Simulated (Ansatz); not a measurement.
# S on Hf(0001): change of the work function, part 2 of 5

Aim: the work function of Hf(0001) at several coverages of S (fcc site), and the dipole that each adsorbate carries.

Ansatz 0.2.0; plane-wave DFT, PBEsol, Ansatz PAW (the session's first sound run).

So far, work function, upper face (eV): step 2 (the clean slab) 4.38.

## Step 3: Adsorbate added, k-mesh 4×4×1, coverage 0.111 ML

System of this step: S/Hf(0001). The cell holds 37 atoms: 36 Hf and 1 S. Its edges and angles: a = 9.600 Å, b = 9.600 Å, c = 27.723 Å, α = 90.0°, β = 90.0°, γ = 60.0°. Vacuum lies along c.

The clean slab as it ended is repeated in the plane and the adsorbate is set on one face; the cell's size fixes the coverage, and the k-mesh shrinks with it to keep the sampling density about even. Adsorbate and upper layers relax, since the dipole depends on the height.

input.yaml reads:

```yaml
crystal:
  lattice:
    - [9.6, 0.0, 0.0]
    - [4.8, 8.3138438763, 0.0]
    - [0.0, 0.0, 27.7227404283]
  atoms:
    - { symbol: Hf, position: [0.2222222222, 0.2222222222, 0.3246432301] }
    - { symbol: Hf, position: [0.0, 0.0, 0.415947335] }
    - { symbol: Hf, position: [0.2222222222, 0.2222222222, 0.5089135937] }
    - { symbol: Hf, position: [0.0, 0.0, 0.592862125] }
    - { symbol: Hf, position: [0.2222222222, 0.5555555556, 0.3246432301] }
    - { symbol: Hf, position: [0.0, 0.3333333333, 0.415947335] }
    - { symbol: Hf, position: [0.2222222222, 0.5555555556, 0.5089135937] }
    - { symbol: Hf, position: [0.0, 0.3333333333, 0.592862125] }
    - { symbol: Hf, position: [0.2222222222, 0.8888888889, 0.3246432301] }
    - { symbol: Hf, position: [0.0, 0.6666666667, 0.415947335] }
    - { symbol: Hf, position: [0.2222222222, 0.8888888889, 0.5089135937] }
    - { symbol: Hf, position: [0.0, 0.6666666667, 0.592862125] }
    - { symbol: Hf, position: [0.5555555556, 0.2222222222, 0.3246432301] }
    - { symbol: Hf, position: [0.3333333333, 0.0, 0.415947335] }
    - { symbol: Hf, position: [0.5555555556, 0.2222222222, 0.5089135937] }
    - { symbol: Hf, position: [0.3333333333, 0.0, 0.592862125] }
    - { symbol: Hf, position: [0.5555555556, 0.5555555556, 0.3246432301] }
    - { symbol: Hf, position: [0.3333333333, 0.3333333333, 0.415947335] }
    - { symbol: Hf, position: [0.5555555556, 0.5555555556, 0.5089135937] }
    - { symbol: Hf, position: [0.3333333333, 0.3333333333, 0.592862125] }
    - { symbol: Hf, position: [0.5555555556, 0.8888888889, 0.3246432301] }
    - { symbol: Hf, position: [0.3333333333, 0.6666666667, 0.415947335] }
    - { symbol: Hf, position: [0.5555555556, 0.8888888889, 0.5089135937] }
    - { symbol: Hf, position: [0.3333333333, 0.6666666667, 0.592862125] }
    - { symbol: Hf, position: [0.8888888889, 0.2222222222, 0.3246432301] }
    - { symbol: Hf, position: [0.6666666667, 0.0, 0.415947335] }
    - { symbol: Hf, position: [0.8888888889, 0.2222222222, 0.5089135937] }
    - { symbol: Hf, position: [0.6666666667, 0.0, 0.592862125] }
    - { symbol: Hf, position: [0.8888888889, 0.5555555556, 0.3246432301] }
    - { symbol: Hf, position: [0.6666666667, 0.3333333333, 0.415947335] }
    - { symbol: Hf, position: [0.8888888889, 0.5555555556, 0.5089135937] }
    - { symbol: Hf, position: [0.6666666667, 0.3333333333, 0.592862125] }
    - { symbol: Hf, position: [0.8888888889, 0.8888888889, 0.3246432301] }
    - { symbol: Hf, position: [0.6666666667, 0.6666666667, 0.415947335] }
    - { symbol: Hf, position: [0.8888888889, 0.8888888889, 0.5089135937] }
    - { symbol: Hf, position: [0.6666666667, 0.6666666667, 0.592862125] }
    - { symbol: S, position: [0.1111111111, 0.1111111111, 0.6753567699] }
kpoints:
  mp_grid: { grid: [4, 4, 1] }
hamiltonian:
  xc: pbesol
scf:
  occupations: { method: fermi_dirac, width: 0.1 }
  convergence: { dr2_threshold: 1.0e-08 }
efield:
  axis: 3
  dipole_correction: true
  ramp_position: 0.97
  ramp_width: 0.06
relax:
  f_tol: 0.02
  max_steps: 60
  constraints:
    - { sites: [0, 1, 4, 5, 8, 9, 12, 13, 16, 17, 20, 21, 24, 25, 28, 29, 32, 33] }
output:
  bader: true
  write_potential: true
  write_density: true
  volumetric_format: npy
```

Launch:

```sh
> ansatz run input.yaml --threads 4 --pin off --max-ram 12288MiB --backend cpu --events-out ev --progress --plain --runs-dir out
```

Numbers of over 12 decimals in the logs are rounded to 6 here.

The log of the run:

```text
[...]
Crystal: 37 atoms, lattice volume = 2212.632 Å³
Basis set: ecut = 420 eV, 43167 PW (Γ), exchange–correlation on 144×144×384 points (8 copies of the dense FFT grid, shifted against one another)
Bands: 566, of which v1, the nominal top of the filled ones, is band 471 counted from 1 (470 counted from 0)
Symmetry: 6 space group operations
[...]
k-points: 4 of 16 (time reversal used)
[...]
SCF iter   1: F=—  HF=-562397.775585 eV  |F-HF|=—  |Δ(HF+E_count)|=         —  Δρ=7.44e-3  dr2=2.83e1  ethr=1.77e-3  p=-0.242 e·Å  D=-1.98e-2 V/Å  ΔV_dip=0.55 eV  dr2_dipole=7.04e-1  V_vac-E_F(+/−)=5.16/4.61 eV  ⟨swp⟩=6.0  Hψ=7344  notcnv=0  defer=43
[...]
SCF iter  12: F=-562396.937701 eV  HF=-562396.937701 eV  |F-HF|=1.42e-8  |Δ(HF+E_count)|=   5.96e-8  Δρ=2.96e-7  dr2=6.16e-9  ethr=1.06e-12  p=-0.169 e·Å  D=-1.38e-2 V/Å  ΔV_dip=0.38 eV  dr2_dipole=9.40e-10  V_vac-E_F(+/−)=4.83/4.45 eV  ⟨swp⟩=12.2  Hψ=21549  notcnv=0
SCF 1 converged in 12 iterations: F = -562396.937701 eV  dr2 = 6.16e-9
[...]
relax step   1: F+E_penalty+E_count = -562396.93770147 eV  Δ(F+E_penalty+E_count) = +0.000e0 eV  max|allowed force component| = 3.535e0 eV/Å  Δτ_max = 0.0000 Å  (12 SCF iters, accepted)
[...]
SCF iter  11: F=-562397.789402 eV  HF=-562397.789402 eV  |F-HF|=3.96e-9  |Δ(HF+E_count)|=   1.92e-8  Δρ=1.87e-7  dr2=1.37e-9  ethr=1.06e-12  p=-0.090 e·Å  D=-7.35e-3 V/Å  ΔV_dip=0.20 eV  dr2_dipole=4.04e-13  V_vac-E_F(+/−)=4.65/4.45 eV  ⟨swp⟩=11.0  Hψ=18049  notcnv=0
SCF 2 converged in 11 iterations: F = -562397.789402 eV  dr2 = 1.37e-9
[...]
relax step   2: F+E_penalty+E_count = -562397.78940245 eV  Δ(F+E_penalty+E_count) = -8.517e-1 eV  max|allowed force component| = 2.630e0 eV/Å  Δτ_max = 0.1949 Å  (11 SCF iters, accepted)
SCF iter   1: F=—  HF=-562398.265114 eV  |F-HF|=—  |Δ(HF+E_count)|=         —  Δρ=1.74e-3  dr2=2.53e-1  ethr=2.81e-4  p=-0.090 e·Å  D=-7.35e-3 V/Å  ΔV_dip=0.20 eV  dr2_dipole=7.04e-3  V_vac-E_F(+/−)=4.65/4.45 eV  ⟨swp⟩=4.2  Hψ=5162  notcnv=0  defer=75
[...]
SCF iter  10: F=-562398.219218 eV  HF=-562398.219218 eV  |F-HF|=4.07e-9  |Δ(HF+E_count)|=   2.62e-8  Δρ=3.57e-7  dr2=7.84e-9  ethr=1.06e-12  p=-0.027 e·Å  D=-2.19e-3 V/Å  ΔV_dip=0.06 eV  dr2_dipole=1.48e-10  V_vac-E_F(+/−)=4.51/4.45 eV  ⟨swp⟩=12.8  Hψ=21642  notcnv=0
SCF 3 converged in 10 iterations: F = -562398.219218 eV  dr2 = 7.84e-9
[...]
relax step   3: F+E_penalty+E_count = -562398.21921765 eV  Δ(F+E_penalty+E_count) = -4.298e-1 eV  max|allowed force component| = 1.084e0 eV/Å  Δτ_max = 0.1950 Å  (10 SCF iters, accepted)
[...]
relax step   4: F+E_penalty+E_count = -562398.36092113 eV  Δ(F+E_penalty+E_count) = -1.417e-1 eV  max|allowed force component| = 1.837e-1 eV/Å  Δτ_max = 0.1969 Å  (10 SCF iters, accepted)
[...]
relax step   5: F+E_penalty+E_count = -562398.36918815 eV  Δ(F+E_penalty+E_count) = -8.267e-3 eV  max|allowed force component| = 6.474e-2 eV/Å  Δτ_max = 0.0264 Å  (9 SCF iters, accepted)
SCF iter   1: F=—  HF=-562398.371346 eV  |F-HF|=—  |Δ(HF+E_count)|=         —  Δρ=3.20e-4  dr2=1.31e-2  ethr=2.50e-5  p=-0.004 e·Å  D=-3.36e-4 V/Å  ΔV_dip=0.01 eV  dr2_dipole=2.98e-5  V_vac-E_F(+/−)=4.46/4.45 eV  ⟨swp⟩=2.2  Hψ=3076  notcnv=0  defer=72
[...]
SCF iter   8: F=-562398.370330 eV  HF=-562398.370330 eV  |F-HF|=2.24e-8  |Δ(HF+E_count)|=   9.71e-8  Δρ=3.98e-7  dr2=5.77e-9  ethr=1.06e-12  p=-0.006 e·Å  D=-4.80e-4 V/Å  ΔV_dip=0.01 eV  dr2_dipole=6.95e-11  V_vac-E_F(+/−)=4.46/4.45 eV  ⟨swp⟩=12.5  Hψ=20745  notcnv=0
SCF 6 converged in 8 iterations: F = -562398.370330 eV  dr2 = 5.77e-9
[...]
relax step   6: F+E_penalty+E_count = -562398.37032971 eV  Δ(F+E_penalty+E_count) = -1.142e-3 eV  max|allowed force component| = 8.272e-3 eV/Å  Δτ_max = 0.0070 Å  (8 SCF iters, accepted)
NSCF: frozen V_eff on 4 k-points
[...]
SCF converged after 8 iterations
Free energy (F): -562398.370330 eV
[...]
Internal energy: -562396.655027 eV  (E = F + TS)
E sigma→0 (E₀):  -562397.512679 eV
Entropy (-TS):   -1.715302 eV (-46.360 meV/atom)
Fermi energy:    4.534349 eV
Dipole field:    D = -0.000484 V/Å  (p = -0.005916 e·Å, saw-weighted, corrected)
Work function:   Φ+ = 4.4612 eV   Φ− = 4.4478 eV
[...]
--- Forces (eV/Å), atoms counted from 1 ---
  atom   1  Hf     0.01027185     0.00593046     0.88275704
  atom   2  Hf     0.00365785     0.00211186    -0.76003848
  atom   3  Hf    -0.00253080    -0.00146116     0.00200253
  atom   4  Hf     0.00555155     0.00320519    -0.00087756
  atom   5  Hf    -0.00755884     0.00436410     0.89249242
  atom   6  Hf     0.00000000    -0.00422372    -0.76003848
  atom   7  Hf     0.00143038    -0.00082583    -0.00454136
  atom   8  Hf    -0.00000000    -0.00641038    -0.00087756
  atom   9  Hf     0.00000000    -0.01186092     0.88275704
  atom  10  Hf     0.01271518    -0.00734111    -1.00576481
  atom  11  Hf    -0.00000000     0.00292232     0.00200253
  atom  12  Hf    -0.00291004     0.00168011     0.00227128
  atom  13  Hf     0.00000000    -0.00872820     0.89249242
  atom  14  Hf    -0.00365785     0.00211186    -0.76003848
  atom  15  Hf     0.00000000     0.00165166    -0.00454136
  atom  16  Hf    -0.00555155     0.00320519    -0.00087756
  atom  17  Hf     0.00755884     0.00436410     0.89249242
  atom  18  Hf    -0.03928004    -0.02267834    -0.87297623
  atom  19  Hf    -0.00143038    -0.00082583    -0.00454136
  atom  20  Hf    -0.00716370    -0.00413596     0.00361902
  atom  21  Hf    -0.00940369     0.00542922     0.86292457
  atom  22  Hf     0.00000000     0.04535668    -0.87297623
  atom  23  Hf    -0.00143783     0.00083013    -0.00017062
  atom  24  Hf     0.00000000     0.00827193     0.00361902
  atom  25  Hf    -0.01027185     0.00593046     0.88275704
  atom  26  Hf     0.00000000     0.01468223    -1.00576481
  atom  27  Hf     0.00253080    -0.00146116     0.00200253
  atom  28  Hf     0.00000000    -0.00336022     0.00227128
  atom  29  Hf     0.00000000    -0.01085844     0.86292457
  atom  30  Hf     0.03928004    -0.02267834    -0.87297623
  atom  31  Hf     0.00000000    -0.00166026    -0.00017062
  atom  32  Hf     0.00716370    -0.00413596     0.00361902
  atom  33  Hf     0.00940369     0.00542922     0.86292457
  atom  34  Hf    -0.01271518    -0.00734111    -1.00576481
  atom  35  Hf     0.00143783     0.00083013    -0.00017062
  atom  36  Hf     0.00291004     0.00168011     0.00227128
  atom  37  S      0.00000000     0.00000000    -0.00504793
  max |Σ_I F_I| component: 4.54e-5 eV/Å
--- Band table (eV) ---
  k-point 0: bands = [... 467 lower, 4.5111, 4.5131, 4.5581, 4.5581, 4.5813, 4.6158, 4.6158, 4.6333, ... 91 higher]
  k-point 1: bands = [... 467 lower, 4.4207, 4.4946, 4.5093, 4.5250, 4.5354, 4.5539, 4.5949, 4.6398, ... 91 higher]
  k-point 2: bands = [... 467 lower, 4.3904, 4.4453, 4.4662, 4.5109, 4.5285, 4.5527, 4.5946, 4.6493, ... 91 higher]
  k-point 3: bands = [... 467 lower, 4.3289, 4.4408, 4.4913, 4.5288, 4.5762, 4.6053, 4.6220, 4.6465, ... 91 higher]
--- Relaxed structure (6 steps of the walk, 6 accepted, 0 SCFs on fresh bases) ---
  F+E_penalty+E_count = -562398.37032971 eV   max|allowed force component| = 8.272e-3 eV/Å
  atoms:
    - { symbol: Hf, position: [0.222222, 0.222222, 0.324643] }
    - { symbol: Hf, position: [1.1111101403313755e-11, 1.1111101403313757e-11, 0.415947335] }
    - { symbol: Hf, position: [0.221225, 0.221225, 0.509911] }
    - { symbol: Hf, position: [-0.00453476, -0.00453476, 0.594825] }
    - { symbol: Hf, position: [0.222222, 0.555556, 0.324643] }
    - { symbol: Hf, position: [1.1111139786024182e-11, 0.333333, 0.415947335] }
    - { symbol: Hf, position: [0.221173, 0.556080, 0.508189] }
    - { symbol: Hf, position: [-0.00453476, 0.342403, 0.594825] }
    - { symbol: Hf, position: [0.222222, 0.888889, 0.324643] }
    - { symbol: Hf, position: [-2.2222168549745902e-11, 0.666667, 0.415947335] }
    - { symbol: Hf, position: [0.221225, 0.890883, 0.509911] }
    - { symbol: Hf, position: [-0.000254388, 0.666794, 0.592167] }
    - { symbol: Hf, position: [0.555556, 0.222222, 0.324643] }
    - { symbol: Hf, position: [0.333333, 1.1111101403313757e-11, 0.415947335] }
    - { symbol: Hf, position: [0.556080, 0.221173, 0.508189] }
    - { symbol: Hf, position: [0.342403, -0.00453476, 0.594825] }
    - { symbol: Hf, position: [0.555556, 0.555556, 0.324643] }
    - { symbol: Hf, position: [0.333333, 0.333333, 0.415947335] }
    - { symbol: Hf, position: [0.556080, 0.556080, 0.508189] }
    - { symbol: Hf, position: [0.335608, 0.335608, 0.592663] }
    - { symbol: Hf, position: [0.555556, 0.888889, 0.324643] }
    - { symbol: Hf, position: [0.333333, 0.666667, 0.415947335] }
    - { symbol: Hf, position: [0.556379, 0.888477, 0.507685] }
    - { symbol: Hf, position: [0.335608, 0.662118, 0.592663] }
    - { symbol: Hf, position: [0.888889, 0.222222, 0.324643] }
    - { symbol: Hf, position: [0.666667, -2.222223468803194e-11, 0.415947335] }
    - { symbol: Hf, position: [0.890883, 0.221225, 0.509911] }
    - { symbol: Hf, position: [0.666794, -0.000254388, 0.592167] }
    - { symbol: Hf, position: [0.888889, 0.555556, 0.324643] }
    - { symbol: Hf, position: [0.666667, 0.333333, 0.415947335] }
    - { symbol: Hf, position: [0.888477, 0.556379, 0.507685] }
    - { symbol: Hf, position: [0.662118, 0.335608, 0.592663] }
    - { symbol: Hf, position: [0.888889, 0.888889, 0.324643] }
    - { symbol: Hf, position: [0.666667, 0.666667, 0.415947335] }
    - { symbol: Hf, position: [0.888477, 0.888477, 0.507685] }
    - { symbol: Hf, position: [0.666794, 0.666794, 0.592167] }
    - { symbol: S, position: [0.111111, 0.111111, 0.653164] }
--- Bader charges: 37 sites ---
  site symbol  charge [e]  shift [e]
     0     Hf     -0.0545     0.0000
     1     Hf      0.0502     0.0000
     2     Hf      0.1057     0.0000
     3     Hf      0.3272     0.0001
     4     Hf     -0.0541     0.0000
     5     Hf      0.0502     0.0000
     6     Hf      0.1110     0.0000
     7     Hf      0.3272     0.0001
     8     Hf     -0.0545     0.0000
     9     Hf      0.0526     0.0000
    10     Hf      0.1057     0.0000
    11     Hf     -0.1228     0.0000
    12     Hf     -0.0541     0.0000
    13     Hf      0.0502     0.0000
    14     Hf      0.1110     0.0000
    15     Hf      0.3272     0.0001
    16     Hf     -0.0541     0.0000
    17     Hf      0.0472     0.0000
    18     Hf      0.1110     0.0000
    19     Hf     -0.0907     0.0000
    20     Hf     -0.0574     0.0000
    21     Hf      0.0472     0.0000
    22     Hf      0.0733     0.0000
    23     Hf     -0.0907     0.0000
    24     Hf     -0.0545     0.0000
    25     Hf      0.0526     0.0000
    26     Hf      0.1057     0.0000
    27     Hf     -0.1228     0.0000
    28     Hf     -0.0574     0.0000
    29     Hf      0.0472     0.0000
    30     Hf      0.0733     0.0000
    31     Hf     -0.0907     0.0000
    32     Hf     -0.0574     0.0000
    33     Hf      0.0526     0.0000
    34     Hf      0.0733     0.0000
    35     Hf     -0.1227     0.0000
    36      S     -1.1634     0.0003
  estimated error of the sums over rays = 6.1e-4 e
```

The job ended after 27 min (4 threads of Arm Neoverse V2, shared host; peak memory 7.4 GiB).

Step by step:

| step | energy less that of the first step (eV) | largest force component (eV/Å) |
| --- | --- | --- |
| 1 | 0.0000 | 3.5347 |
| 2 | -0.8517 | 2.6305 |
| 3 | -1.2815 | 1.0843 |
| 4 | -1.4232 | 0.1837 |
| 5 | -1.4315 | 0.0647 |
| 6 | -1.4326 | 0.0083 |

The run keeps the 6 symmetry operations that it works with, so distortions that break them were not tested.

The atoms that moved most (Å):

```csv
atom,dx,dy,dz,length
S37,0.000,0.000,-0.615,0.615
Hf4,-0.065,-0.038,0.054,0.093
Hf16,0.065,-0.038,0.054,0.093
Hf8,0.000,0.075,0.054,0.093
Hf32,-0.033,0.019,-0.006,0.038
Hf24,0.000,-0.038,-0.006,0.038
Hf20,0.033,0.019,-0.006,0.038
Hf31,0.000,0.007,-0.034,0.035
```

Final coordinates:

```xyz
37
Lattice="9.6000 0.0000 0.0000 4.8000 8.3138 0.0000 0.0000 0.0000 27.7227" Properties=species:S:1:pos:R:3
Hf    3.2000    1.8475    9.0000
Hf    0.0000    0.0000   11.5312
Hf    3.1856    1.8392   14.1361
Hf   -0.0653   -0.0377   16.4902
Hf    4.8000    4.6188    9.0000
Hf    1.6000    2.7713   11.5312
Hf    4.7924    4.6232   14.0884
Hf    1.6000    2.8467   16.4902
Hf    6.4000    7.3901    9.0000
Hf    3.2000    5.5426   11.5312
Hf    6.4000    7.4067   14.1361
Hf    3.1982    5.5436   16.4165
Hf    6.4000    1.8475    9.0000
Hf    3.2000    0.0000   11.5312
Hf    6.4000    1.8388   14.0884
Hf    3.2653   -0.0377   16.4902
Hf    8.0000    4.6188    9.0000
Hf    4.8000    2.7713   11.5312
Hf    8.0076    4.6232   14.0884
Hf    4.8327    2.7902   16.4302
Hf    9.6000    7.3901    9.0000
Hf    6.4000    5.5426   11.5312
Hf    9.6059    7.3867   14.0744
Hf    6.4000    5.5047   16.4302
Hf    9.6000    1.8475    9.0000
Hf    6.4000    0.0000   11.5312
Hf    9.6144    1.8392   14.1361
Hf    6.4000   -0.0021   16.4165
Hf   11.2000    4.6188    9.0000
Hf    8.0000    2.7713   11.5312
Hf   11.2000    4.6257   14.0744
Hf    7.9673    2.7902   16.4302
Hf   12.8000    7.3901    9.0000
Hf    9.6000    5.5426   11.5312
Hf   12.7941    7.3867   14.0744
Hf    9.6018    5.5436   16.4165
S     1.6000    0.9238   18.1075
```

This step gave:

```
energy at zero smearing   : -562397.5127 eV
work function, upper face : 4.461 eV
dipole along the normal   : -0.005916 e·Å
```

Running mean over 2.5312 Å of the planar mean; the ramp of the sawtooth is left out. Electron's electrostatic potential energy less the Fermi level against z:

| z (Å) | electron's electrostatic potential energy less the Fermi level (eV) |
| --- | --- |
| 3.5 | 4.45 |
| 4.0 | 4.45 |
| 4.5 | 4.44 |
| 5.0 | 4.42 |
| 5.5 | 4.37 |
| 6.0 | 4.20 |
| 6.5 | 3.73 |
| 7.0 | 2.39 |
| 7.5 | -0.474 |
| 8.0 | -3.95 |
| 8.5 | -6.52 |
| 9.0 | -7.31 |
| 9.5 | -7.30 |
| 10.0 | -7.18 |
| 10.5 | -7.13 |
| 11.0 | -7.13 |
| 11.5 | -7.15 |
| 12.0 | -7.11 |
| 12.5 | -7.01 |
| 13.0 | -6.98 |
| 13.5 | -7.03 |
| 14.0 | -7.18 |
| 14.5 | -7.61 |
| 15.0 | -8.16 |
| 15.5 | -8.23 |
| 16.0 | -7.85 |
| 16.5 | -7.48 |
| 17.0 | -6.65 |
| 17.5 | -4.14 |
| 18.0 | -0.748 |
| 18.5 | 1.96 |
| 19.0 | 3.26 |
| 19.5 | 3.94 |
| 20.0 | 4.30 |
| 20.5 | 4.42 |
| 21.0 | 4.45 |
| 21.5 | 4.46 |
| 22.0 | 4.46 |
| 22.5 | 4.46 |
| 23.0 | 4.46 |
| 23.5 | 4.46 |
| 24.0 | 4.46 |
| 24.5 | 4.46 |

The relaxation took 6 steps and lowered the energy by 1.4 eV; the largest force on the free atoms ends at 0.0083 eV/Å.

The covered face has 4.46 eV, +0.08 eV against the clean one; the bare back face has moved by -0.01 eV, a measure of how thin the slab is.

[end of part 2 of 5]

[Logs are printed without paths, hosts, clocks, repeated set-up lines and the standing remarks that a program may print on its own settings, such as how far it seeks lower states.]

[Hosts, paths, dates, database ids (printed as entryN), source tags and the programs' standing remarks are cut or masked in the printed files.]

[Maps of the electrostatic potential energy from Ansatz leave out the sawtooth potential of an applied field or a dipole correction, so their vacuum need not be flat; planar profiles and work functions include it.]
